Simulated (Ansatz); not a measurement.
## GaP (F-43m): lattice thermal conductivity

Wanted: κ(T), lifetimes and mean free paths for GaP.

Experimental results on record:
- thermal conductivity 100 W/m/K near room temperature (given in “Combining the AFLOW GIBBS and Elastic Libraries to efficiently and robustly screen thermo-mechanical properties of solids”, 2017, arXiv:1611.05714)

Main program and level: Ansatz 0.2.0; DFT r2SCAN, scalar-relativistic, plane waves, PAW; PAW set soft_1.

## Step 1: The starting structure

The structure is cubic, space group F-43m (No. 216). Conventional cell: a = 5.451 Å, b = 5.451 Å, c = 5.451 Å, α = 90.00°, β = 90.00°, γ = 90.00°. Nearest to Ga lie 4 P at 2.36 Å. Nearest to P lie 4 Ga at 2.36 Å. Farther neighbours are not listed.

## Step 2: Probe on a coarse mesh

Before spending time, one coarse run tells the gap and the pressure of the starting cell.

input.yaml

```yaml
crystal:
  lattice:
    - [0.0, 2.72525, 2.72525]
    - [2.72525, 0.0, 2.72525]
    - [2.72525, 2.72525, 0.0]
  atoms:
    - { symbol: Ga, position: [0.0, 0.0, 0.0] }
    - { symbol: P, position: [0.25, 0.25, 0.25] }
kpoints:
  mp_grid: { grid: [6, 6, 6] }
hamiltonian:
  xc: r2scan
  pseudopotentials: { kind: paw, azcp: { folder: soft_1 } }
scf:
  occupations: { method: gaussian, width: 0.1 }
  lower_state_search: "off"
output:
  forces: true
  stress: true
  eigenvalues: true
```

Run with:

```console
$ ansatz run input.yaml --threads 18 --pin off --max-ram 92160MiB --backend cuda --events-out ev --progress --plain --runs-dir out --max-vram 78GiB
```

Then come: finding the static equilibrium; relaxing to small residual forces and stress; anharmonic force constants and conductivity. Settings of the main run: cutoff 500 eV, 12×12×12 k-mesh, fixed occupations, search for lower states off, third order supercell 3×3×3, pair cutoff 4.67 Å, distances inside cutoff 3, atoms in the supercell 54, q-mesh of the transport sums 19×19×19, isotopes natural, dipole term asked on, 6×6×6 q-mesh, PAW set soft 1.

What does the calculation give for the κ at 300 K?

The lattice of GaP conducts 130 W/(m K) at 300 K by r2SCAN (mean over directions, full solution). The full solution lies +3 % from the relaxation-time value at 300 K, so the relaxation-time approximation serves here. Above 300 K the relaxation-time κ falls as T^-0.98, near the 1/T law of three-phonon scattering.

```
highest frequency                          : 396.7 cm⁻¹
Debye temperature from the second moment   : 516 K
κ at 300 K (full solution)                 : 130.2 W/m/K
mean free path at half of κ                : 987 nm
share of κ above the three lowest branches : 0.006
```

Grains of 100 nm would keep 19 % of the bulk value at 300 K, and grains of 1 µm 54 %. Removing the natural isotope disorder raises κ at 300 K by 16 %. A measured thermal conductivity near room temperature is 100 W/m/K (arXiv:1611.05714); the calculated 130 W/m/K differs by +30 %. Four-phonon, defect and boundary scattering, which are left out, would lower the calculated value; thermal expansion is left out too. The sum rules changed one orbit of cubic constants by up to 42 %; by the manual a large change points to a short cutoff or, on a small and distant orbit, to noisy forces. The conductivities include the coherence part between close branches; the shares for grains, isotopes, branches and paths are of the relaxation-time populations alone. Cubic couplings among atoms farther apart than the pair cutoff are dropped, and neither the cutoff nor the q-mesh was shown to be converged here. The interpolation has no quadrupole term, so branches near the zone centre are less sure, since this crystal has sites that are not centres of inversion. The PAW files were made for PBE and are used here under another functional, for which the program regenerates the frozen cores.

[Logs are printed without paths, hosts, clocks, repeated set-up lines and the standing remarks that a program may print on its own settings, such as how far it seeks lower states.]

[Hosts, paths, dates, database ids (printed as entryN), source tags and the programs' standing remarks are cut or masked in the printed files.]

[A step with changed settings may run another functional than the one named; its input shows which.]
